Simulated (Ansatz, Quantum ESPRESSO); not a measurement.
# LiHgBr3 (Pm-3m): zone-centre phonons, part 2 of 3

Aim: the zone-centre modes of LiHgBr3 (Pm-3m).

Quantum ESPRESSO 7.5; DFT LDA, scalar-relativistic, plane waves, JTH PAW pseudopotentials.

So far. Step 2 (A probe with smearing): No gap opens on this mesh, so smearing is kept; the start stands at 313 GPa. Step 4 (Ground state): The cell stands at 0.21 GPa, close enough for stiff modes, while soft ones can move. The relaxed cell has a = 5.379 Å (conventional setting).

The structure was built from a prototype and need not be the compound's stable phase.

**5. Linear response at Γ**

At q = 0 one unit cell holds all displacements; symmetry groups them into irreducible representations that are solved one by one. With smeared occupations no response to a homogeneous field can be asked.

Input file ph.in:

```
phonons
&INPUTPH
  prefix       = 'x'
  outdir       = './tmp'
  fildyn       = 'g.dyn'
  tr2_ph       = 1.0d-18
  alpha_mix(1) = 0.4
  nmix_ph      = 8
/
0.000000000 0.000000000 0.000000000
```

The run is started by

```
$ OMP_NUM_THREADS=1 mpirun -n 4 ph.x -nk 4 -in ph.in > ph.out
```

The log of the run:

```text
[banners, grids, parts of the stress and lines that vanish by symmetry left out]
[banner, memory and clock lines left out]
Program PHONON v.7.5

     ./tmp/x.save/

     file Li.upf: wavefunction(s)  1S 2S 0S 2P 0P renormalized
     file Hg.upf: wavefunction(s)  6S 0S 6P 0P 5D 0D renormalized
     file Br.upf: wavefunction(s)  4S 0S 4P 0P renormalized

     IMPORTANT: XC functional enforced from input :
     Exchange-correlation= PW
                           (   1   4   0   0   0   0   0)
     Any further DFT definition will be discarded
     Please, verify this is what you really want

     G-vector sticks info

     Check: negative core charge=   -0.000008

     negative rho (up, down):  4.277E-05 0.000E+00
     Reading collected, re-writing distributed wavefunctions in ./tmp/

     Number and degeneracy of irreps per q-point
       N         xq(1)         xq(2)         xq(3)   N irreps
       1   0.000000000   0.000000000   0.000000000       5
        3   3   3   3   3

     Calculation of q =    0.0000000   0.0000000   0.0000000

     phonons

     bravais-lattice index     =            0
     lattice parameter (alat)  =      10.1658  a.u.
     unit-cell volume          =    1050.5585 (a.u.)^3
     number of atoms/cell      =            5
     number of atomic types    =            3
     kinetic-energy cut-off    =      50.0000  Ry
     charge density cut-off    =     250.0000  Ry
     convergence threshold     =      1.0E-18
     beta                      =       0.4000
     number of iterations used =            8
     Exchange-correlation= PW
                           (   1   4   0   0   0   0   0)

     celldm(1)=   10.16577  celldm(2)=    0.00000  celldm(3)=    0.00000
     celldm(4)=    0.00000  celldm(5)=    0.00000  celldm(6)=    0.00000

     crystal axes: (cart. coord. in units of alat)
               a(1) = (  1.0000  0.0000  0.0000 )
               a(2) = (  0.0000  1.0000  0.0000 )
               a(3) = (  0.0000  0.0000  1.0000 )

     reciprocal axes: (cart. coord. in units 2 pi/alat)
               b(1) = (  1.0000  0.0000  0.0000 )
               b(2) = (  0.0000  1.0000  0.0000 )
               b(3) = (  0.0000  0.0000  1.0000 )

     Atoms inside the unit cell:

     Cartesian axes

     site n.  atom      mass           positions (alat units)
        1  Li      6.9400   tau(    1) = (    0.00000    0.00000    0.00000  )
        2  Hg    200.5920   tau(    2) = (    0.50000    0.50000    0.50000  )
        3  Br     79.9040   tau(    3) = (    0.00000    0.50000    0.50000  )
        4  Br     79.9040   tau(    4) = (    0.50000    0.00000    0.50000  )
        5  Br     79.9040   tau(    5) = (    0.50000    0.50000    0.00000  )

     Computing dynamical matrix for
                    q = (   0.0000000   0.0000000   0.0000000 )

     49 Sym.Ops. (with q -> -q+G )

     G cutoff =  654.4258  (  70319 G-vectors)     FFT grid: ( 54, 54, 54)
     G cutoff =  523.5407  (  50181 G-vectors)  smooth grid: ( 45, 45, 45)

     number of k points=    35  Marzari-Vanderbilt smearing, width (Ry)=  0.0200
                       cart. coord. in units 2pi/alat
        k(    1) = (   0.0000000   0.0000000   0.0000000), wk =   0.0039062
        k(    2) = (   0.0000000   0.0000000   0.1250000), wk =   0.0234375
        k(    3) = (   0.0000000   0.0000000   0.2500000), wk =   0.0234375
        [... further k-points left out ...]

     PseudoPot. # 1 for Li read from file:
     ./pseudo/Li.upf
     Pseudo is Projector augmented-wave + core cor, Zval =  3.0
     Shape of augmentation charge: BESSEL
     Using radial grid of  865 points,  5 beta functions with:
                l(1) =   0
                l(2) =   0
                l(3) =   0
                l(4) =   1
                l(5) =   1
     Q(r) pseudized with 0 coefficients

     PseudoPot. # 2 for Hg read from file:
     ./pseudo/Hg.upf
     Pseudo is Projector augmented-wave + core cor, Zval = 12.0
     Shape of augmentation charge: SINC**2
     Using radial grid of 1128 points,  6 beta functions with:
                l(1) =   0
                l(2) =   0
                l(3) =   1
                l(4) =   1
                l(5) =   2
                l(6) =   2
     Q(r) pseudized with 0 coefficients

     PseudoPot. # 3 for Br read from file:
     ./pseudo/Br.upf
     Pseudo is Projector augmented-wave + core cor, Zval =  7.0
     Shape of augmentation charge: BESSEL
     Using radial grid of 1062 points,  4 beta functions with:
                l(1) =   0
                l(2) =   0
                l(3) =   1
                l(4) =   1
     Q(r) pseudized with 0 coefficients

     Mode symmetry, O_h (m-3m)  point group:

     Atomic displacements:
     There are    5 irreducible representations

     Representation     1      3 modes -  To be done

     Representation     2      3 modes -  To be done

     Representation     3      3 modes -  To be done

     Representation     4      3 modes -  To be done

     Representation     5      3 modes -  To be done

     Alpha used in Ewald sum =   2.3000

     negative rho (up, down):  4.277E-05 0.000E+00

     Representation #   1 modes #   1   2   3

     Self-consistent Calculation
      thresh= 1.000E-02 alpha_mix =  0.400 |ddv_scf|^2 =  1.143E-07
      thresh= 3.380E-05 alpha_mix =  0.400 |ddv_scf|^2 =  1.955E-09
      thresh= 4.422E-06 alpha_mix =  0.400 |ddv_scf|^2 =  2.764E-10
      thresh= 1.663E-06 alpha_mix =  0.400 |ddv_scf|^2 =  1.396E-11
      thresh= 3.737E-07 alpha_mix =  0.400 |ddv_scf|^2 =  5.499E-13
      thresh= 7.416E-08 alpha_mix =  0.400 |ddv_scf|^2 =  4.347E-15
      thresh= 6.593E-09 alpha_mix =  0.400 |ddv_scf|^2 =  5.524E-16
      thresh= 2.350E-09 alpha_mix =  0.400 |ddv_scf|^2 =  3.618E-18
      thresh= 1.902E-10 alpha_mix =  0.400 |ddv_scf|^2 =  1.950E-19

     End of self-consistent calculation

     Convergence has been achieved

     Representation #   2 modes #   4   5   6

     Self-consistent Calculation
      thresh= 1.000E-02 alpha_mix =  0.400 |ddv_scf|^2 =  5.542E-07
      thresh= 7.444E-05 alpha_mix =  0.400 |ddv_scf|^2 =  1.085E-08
      thresh= 1.042E-05 alpha_mix =  0.400 |ddv_scf|^2 =  9.182E-10
      thresh= 3.030E-06 alpha_mix =  0.400 |ddv_scf|^2 =  1.238E-11
      thresh= 3.519E-07 alpha_mix =  0.400 |ddv_scf|^2 =  8.219E-13
[...]
End of self-consistent calculation

     Convergence has been achieved

     Representation #   3 modes #   7   8   9

     Self-consistent Calculation
[...]
End of self-consistent calculation

     Convergence has been achieved

     Representation #   4 modes #  10  11  12

     Self-consistent Calculation
[...]
End of self-consistent calculation

     Convergence has been achieved

     Representation #   5 modes #  13  14  15

     Self-consistent Calculation
[...]
thresh= 1.777E-05 alpha_mix =  0.400 |ddv_scf|^2 =  2.512E-09
      thresh= 5.012E-06 alpha_mix =  0.400 |ddv_scf|^2 =  7.077E-11
      thresh= 8.413E-07 alpha_mix =  0.400 |ddv_scf|^2 =  4.877E-13
      thresh= 6.984E-08 alpha_mix =  0.400 |ddv_scf|^2 =  6.805E-14
      thresh= 2.609E-08 alpha_mix =  0.400 |ddv_scf|^2 =  6.551E-16
      thresh= 2.560E-09 alpha_mix =  0.400 |ddv_scf|^2 =  1.568E-18
      thresh= 1.252E-10 alpha_mix =  0.400 |ddv_scf|^2 =  4.021E-19

     End of self-consistent calculation

     Convergence has been achieved

     Number of q in the star =    1
     List of q in the star:
          1   0.000000000   0.000000000   0.000000000

     Diagonalizing the dynamical matrix

     q = (    0.000000000   0.000000000   0.000000000 )

 **************************************************************************
     freq (    1) =      -5.195577 [THz] =    -173.305797 [cm-1]
     freq (    2) =      -5.195577 [THz] =    -173.305797 [cm-1]
     freq (    3) =      -5.195577 [THz] =    -173.305797 [cm-1]
     freq (    4) =      -1.035205 [THz] =     -34.530729 [cm-1]
     freq (    5) =      -1.035205 [THz] =     -34.530729 [cm-1]
     freq (    6) =      -1.035205 [THz] =     -34.530729 [cm-1]
     freq (    7) =      -0.021162 [THz] =      -0.705887 [cm-1]
     freq (    8) =      -0.021162 [THz] =      -0.705887 [cm-1]
     freq (    9) =      -0.021162 [THz] =      -0.705887 [cm-1]
     freq (   10) =       1.194053 [THz] =      39.829320 [cm-1]
     freq (   11) =       1.194053 [THz] =      39.829320 [cm-1]
     freq (   12) =       1.194053 [THz] =      39.829320 [cm-1]
     freq (   13) =       5.577640 [THz] =     186.050057 [cm-1]
     freq (   14) =       5.577640 [THz] =     186.050057 [cm-1]
     freq (   15) =       5.577640 [THz] =     186.050057 [cm-1]
 **************************************************************************

     Mode symmetry, O_h (m-3m)  point group:

     freq (   1-   3) =       -173.3  [cm-1]   --> T_1u G_15  G_4- I
     freq (   4-   6) =        -34.5  [cm-1]   --> T_2u G_25  G_5-
     freq (   7-   9) =         -0.7  [cm-1]   --> T_1u G_15  G_4- I
     freq (  10-  12) =         39.8  [cm-1]   --> T_1u G_15  G_4- I
     freq (  13-  15) =        186.1  [cm-1]   --> T_1u G_15  G_4- I
```

It took 16 min on 4 MPI ranks of Arm Neoverse V2, shared host.

Read from the output:

```
largest acoustic frequency at the zone centre before the sum rule : -0.71 cm⁻¹
highest optical zone-centre mode (no LO-TO term)                  : 186.1 cm⁻¹
lowest optical zone-centre mode                                   : -173.3 cm⁻¹
```

The acoustic modes at Γ come out as far as 0.7 cm⁻¹ from zero, where they should vanish, a small numerical error. The lowest optical mode is imaginary, 173i cm⁻¹, an instability at this level and on this k mesh.

**6. Modes with the sum rule**

A rigid shift of the crystal must cost nothing, but grids and finite bases break this; the acoustic sum rule is imposed before the matrix is diagonalised again.

Input file dynmat.in:

```
&INPUT
  fildyn = 'g.dyn'
  asr    = 'simple'
  fileig = 'dynmat.eig'
/
```

The run is started by

```
$ dynmat.x -in dynmat.in > dynmat.out
```

The log of the run:

```text
[banner, memory and clock lines left out]
Program DYNMAT v.7.5

     Reading Dynamical Matrix from file g.dyn
     ...Force constants read
     ...epsilon and Z* not read (not found on file)
     A direction for q was not specified:TO-LO splitting will be absent

     Polarizability (A^3 units)
     multiply by 1.000000 for Clausius-Mossotti correction
         0.000000    0.000000    0.000000
         0.000000    0.000000    0.000000
         0.000000    0.000000    0.000000

     IR activities are in (D/A)^2/amu units

# mode   [cm-1]    [THz]      IR
    1   -173.44   -5.1995    0.0000
    2   -173.44   -5.1995    0.0000
    3   -173.44   -5.1995    0.0000
    4    -34.50   -1.0343    0.0000
    5    -34.50   -1.0343    0.0000
    6    -34.50   -1.0343    0.0000
    7     -0.00   -0.0000    0.0000
    8     -0.00   -0.0000    0.0000
    9     -0.00   -0.0000    0.0000
   10     39.82    1.1938    0.0000
   11     39.82    1.1938    0.0000
   12     39.82    1.1938    0.0000
   13    186.06    5.5778    0.0000
   14    186.06    5.5778    0.0000
   15    186.06    5.5778    0.0000

[end of the log left out, with the tail of the file of modes that dynmat.x writes under the same name]
```

Elapsed: 0.47 s, on 1 thread.

This step gave:

| Item | Value |
| --- | --- |
| lowest optical zone-centre mode | -173.4 cm⁻¹ |

Unit eigenvectors of the mass-weighted matrix after the sum rule; no LO-TO term. The modes at Γ (shares of kinetic energy by element, %) (negative means imaginary):

| mode | frequency (cm⁻¹) | Li % | Hg % | Br % |
| --- | --- | --- | --- | --- |
| 1 | -173.4 | 94 | 0 | 5 |
| 2 | -173.4 | 94 | 0 | 5 |
| 3 | -173.4 | 94 | 0 | 5 |
| 4 | -34.5 | 0 | 0 | 100 |
| 5 | -34.5 | 0 | 0 | 100 |
| 6 | -34.5 | 0 | 0 | 100 |
| 7 | 0.0 | 2 | 45 | 54 |
| 8 | 0.0 | 2 | 45 | 54 |
| 9 | 0.0 | 2 | 45 | 54 |
| 10 | 39.8 | 4 | 37 | 59 |
| 11 | 39.8 | 4 | 37 | 59 |
| 12 | 39.8 | 4 | 37 | 59 |
| 13 | 186.1 | 0 | 18 | 82 |
| 14 | 186.1 | 0 | 18 | 82 |
| 15 | 186.1 | 0 | 18 | 82 |

Displacements in mode 2 (-173.4 cm⁻¹), the largest set to 1:
```
Li1  0.00  0.00  1.00
Hg2  0.00  0.00  0.01
Br3  0.00  0.00 -0.05
Br4  0.00  0.00 -0.05
Br5  0.00  0.00  0.00
```

Displacements in mode 13 (186.1 cm⁻¹), the largest set to 1:
```
Li1  0.00  0.00 -0.08
Hg2  0.00  0.00 -0.30
Br3  0.00  0.00 -0.12
Br4  0.00  0.00 -0.12
Br5  0.00  0.00  1.00
```

The rule moves no optical mode by more than 0.2 cm⁻¹.

**7. Sum rules set otherwise: a sum rule for molecules or wires on a crystal**

This rule also removes rotations, which suits wires and not a crystal; it is tried to see the harm.

Input file dynmat.in:

```
&INPUT
  fildyn = 'g.dyn'
  asr    = 'one-dim'
  fileig = 'dynmat.eig'
/
```

The run is started by

```
$ dynmat.x -in dynmat.in > dynmat.out
```

The log of the run:

```text
[banner, memory and clock lines left out]
Program DYNMAT v.7.5

     Reading Dynamical Matrix from file g.dyn
     ...Force constants read
     ...epsilon and Z* not read (not found on file)
asr rotation axis in 1D system=    3
     Acoustic Sum Rule: || Z*(ASR) - Z*(orig)|| =    0.000000E+00
     Acoustic Sum Rule: ||dyn(ASR) - dyn(orig)||=    3.770141E-02
     A direction for q was not specified:TO-LO splitting will be absent

     Polarizability (A^3 units)
     multiply by 1.000000 for Clausius-Mossotti correction
         0.000000    0.000000    0.000000
         0.000000    0.000000    0.000000
         0.000000    0.000000    0.000000

     IR activities are in (D/A)^2/amu units

# mode   [cm-1]    [THz]      IR
    1   -173.36   -5.1972    0.0000
    2   -173.36   -5.1972    0.0000
    3   -139.72   -4.1888    0.0000
    4    -34.53   -1.0352    0.0000
    5    -34.53   -1.0352    0.0000
    6     -0.00   -0.0000    0.0000
    7     -0.00   -0.0000    0.0000
    8     -0.00   -0.0000    0.0000
    9      0.00    0.0000    0.0000
   10     19.48    0.5840    0.0000
   11     39.82    1.1938    0.0000
   12     39.82    1.1938    0.0000
   13    183.04    5.4874    0.0000
   14    186.05    5.5777    0.0000
   15    186.05    5.5777    0.0000

[end of the log left out, with the tail of the file of modes that dynmat.x writes under the same name]
```

Run time: 0.47 s. Hardware: 1 thread.

The program raised no error, yet the settings are not those of a careful run.

The fault: a sum rule for molecules or wires on a crystal; 1 optical mode is projected out to zero frequency, as if it were a rotation.

For a crystal the rule has to be 'simple' or 'crystal'.

Zone-centre frequencies as printed; negative means imaginary. Modes:

| mode | frequency (cm⁻¹) |
| --- | --- |
| 1 | -173.4 |
| 2 | -173.4 |
| 3 | -139.7 |
| 4 | -34.53 |
| 5 | -34.53 |
| 6 | 0 |
| 7 | 0 |
| 8 | 0 |
| 9 | 0 |
| 10 | 19.48 |
| 11 | 39.82 |
| 12 | 39.82 |
| 13 | 183 |
| 14 | 186.1 |
| 15 | 186.1 |

(Continued in part 3 of 3.)

[Host names and launcher messages were left out of these logs when they were recorded.]

[Logs are printed without paths, hosts, clocks, repeated set-up lines and the standing remarks that a program may print on its own settings, such as how far it seeks lower states.]

[Hosts, paths, dates, database ids (printed as entryN), source tags and the programs' standing remarks are cut or masked in the printed files.]
